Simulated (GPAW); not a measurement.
Consider BaPbO3 (C2/m).

```cif
data_structure
_symmetry_space_group_name_H-M 'P 1'
_symmetry_Int_Tables_number 1
_cell_length_a 6.0146
_cell_length_b 6.0146
_cell_length_c 6.0118
_cell_angle_alpha 119.892
_cell_angle_beta 119.892
_cell_angle_gamma 89.661
_cell_volume 154.73
loop_
_atom_site_label
_atom_site_type_symbol
_atom_site_fract_x
_atom_site_fract_y
_atom_site_fract_z
_atom_site_occupancy
Pb1 Pb 0.50000 0.00000 0.50000 1
Pb2 Pb 0.00000 0.50000 0.50000 1
Ba3 Ba 0.25320 0.25320 0.00420 1
Ba4 Ba 0.74680 0.74680 0.99580 1
O5 O 0.71500 0.28500 0.50000 1
O6 O 0.28500 0.71500 0.50000 1
O7 O 0.19260 0.19260 0.44760 1
O8 O 0.80740 0.80740 0.55240 1
O9 O 0.27650 0.72350 0.00000 1
O10 O 0.72350 0.27650 0.00000 1
```

Absorber: atom 7, with 2 Pb at 2.15 Å (bent, 161°, site symmetry m). Method: GPAW, LDA, excited-electron core hole (neutral cell), 10-atom cell with 6.0 Å between holes, 5×4×4 k points, dipole transitions, Gaussian full width 0.9 eV up to 4 eV, rising linearly to 3.5 eV at 25 eV, without spin-orbit coupling.

Question: What does the O K edge look like?

Main maxima up to 24 eV above the zero (height): 1.0 eV (0.96), 4.3 eV (2.51), 7.6 eV (1.48), 11.5 eV (0.94) and 16.0 eV (0.75). A K edge sees empty p states on the absorber. The total-energy difference is 532.75 eV. One term is added: -8.83 eV, since the hole is spin-paired here and a spin-polarised one costs that much less in the free atom (computed apart). The photon energy is then 523.92 eV. The functional leaves an error in such absolute values: in the free atom LDA prices this hole 4.1 eV below PBE (computed apart), and PBE is itself good to a few eV.

The O K spectrum (energy from the lowest empty level; intensity scaled to a mean of 1 over the first 20 eV; polarised curves are means over the symmetry-equivalent atoms):

```
E (eV)  isotropic  ε ∥ x  ε ∥ y  ε ∥ z
  -2.0       0.00   0.00   0.00   0.00
  -1.5       0.00   0.00   0.00   0.00
  -1.0       0.00   0.00   0.01   0.00
  -0.5       0.07   0.02   0.16   0.02
   0.0       0.38   0.07   0.99   0.07
   0.5       0.81   0.11   2.23   0.11
   1.0       0.96   0.10   2.67   0.10
   1.5       0.88   0.08   2.49   0.08
   2.0       0.71   0.07   1.98   0.08
   2.5       0.45   0.14   1.02   0.18
   3.0       0.62   0.58   0.48   0.80
   3.5       1.54   1.79   0.86   1.99
   4.0       2.36   2.88   1.41   2.81
   4.5       2.46   3.15   1.28   2.95
   5.0       1.93   2.43   1.18   2.17
   5.5       1.45   1.41   1.57   1.36
   6.0       1.32   0.95   2.00   1.01
   6.5       1.28   0.85   2.08   0.92
   7.0       1.36   0.91   2.21   0.97
   7.5       1.48   1.05   2.31   1.08
   8.0       1.43   1.09   2.08   1.13
   8.5       1.32   1.06   1.80   1.12
   9.0       1.27   1.07   1.64   1.11
   9.5       1.17   1.09   1.36   1.06
  10.0       0.98   1.08   0.85   1.01
  10.5       0.87   1.14   0.42   1.07
  11.0       0.90   1.27   0.24   1.21
  11.5       0.94   1.33   0.23   1.28
  12.0       0.89   1.20   0.27   1.19
  12.5       0.75   0.95   0.31   0.98
  13.0       0.60   0.72   0.32   0.76
  13.5       0.52   0.60   0.33   0.64
  14.0       0.53   0.60   0.34   0.65
  14.5       0.59   0.68   0.34   0.76
  15.0       0.68   0.80   0.34   0.89
  15.5       0.74   0.89   0.33   0.98
  16.0       0.75   0.94   0.33   0.99
  16.5       0.74   0.94   0.33   0.95
  17.0       0.70   0.90   0.33   0.87
  17.5       0.67   0.85   0.36   0.80
  18.0       0.65   0.80   0.39   0.76
  18.5       0.65   0.78   0.42   0.74
  19.0       0.66   0.78   0.46   0.75
  19.5       0.69   0.81   0.50   0.77
  20.0       0.73   0.85   0.54   0.81
  20.5       0.78   0.90   0.58   0.85
  21.0       0.81   0.93   0.62   0.89
  21.5       0.84   0.95   0.66   0.92
  22.0       0.87   0.95   0.72   0.93
  22.5       0.88   0.93   0.78   0.93
  23.0       0.90   0.91   0.86   0.93
  23.5       0.91   0.89   0.94   0.91
  24.0       0.94   0.88   1.03   0.91
  24.5       0.98   0.88   1.13   0.91
  25.0       1.03   0.91   1.24   0.94
  25.5       1.10   0.96   1.36   0.98
  26.0       1.18   1.01   1.50   1.02
  26.5       1.25   1.05   1.65   1.06
  27.0       1.32   1.08   1.79   1.08
  27.5       1.35   1.07   1.91   1.08
  28.0       1.35   1.04   1.98   1.05
  28.5       1.33   0.99   2.00   0.99
  29.0       1.28   0.93   1.97   0.93
  29.5       1.21   0.87   1.90   0.87
  30.0       1.15   0.83   1.79   0.82
  30.5       1.09   0.80   1.67   0.79
  31.0       1.04   0.80   1.54   0.78
  31.5       1.00   0.82   1.40   0.79
  32.0       0.97   0.84   1.26   0.82
```

The unit cell's mesh shows no gap over 0.35 eV. That is right for a metallic compound; for a small-gap or correlated insulator it would be the fault of the functional or of the assumed magnetic order, and the hole would be screened too well. The crystal has 3 inequivalent O sites and not all are shown here, while a measurement adds them all. The holes are only 6.0 Å apart, so the shape is probably not converged with cell size; no larger cell was run here. The mesh is coarse (0.32 Å⁻¹ between points), so small maxima may be mesh ripples. The structure is a published determination, not relaxed.

[Banner, clock and machine lines of the logs are left out without a mark of their own.]

[Logs are printed without paths, hosts, clocks, repeated set-up lines and the standing remarks that a program may print on its own settings, such as how far it seeks lower states.]

[Hosts, paths, dates, database ids (printed as entryN), source tags and the programs' standing remarks are cut or masked in the printed files.]

[Lists of maxima count a maximum above −3 eV only where it reaches 4 % of the highest in the window and stands out from its surroundings by 2 % of it (1.5 % where it reaches 55 %); shoulders and weaker maxima are passed over, and of the rest the first, up to two pre-edge ones and the few strongest are named.]
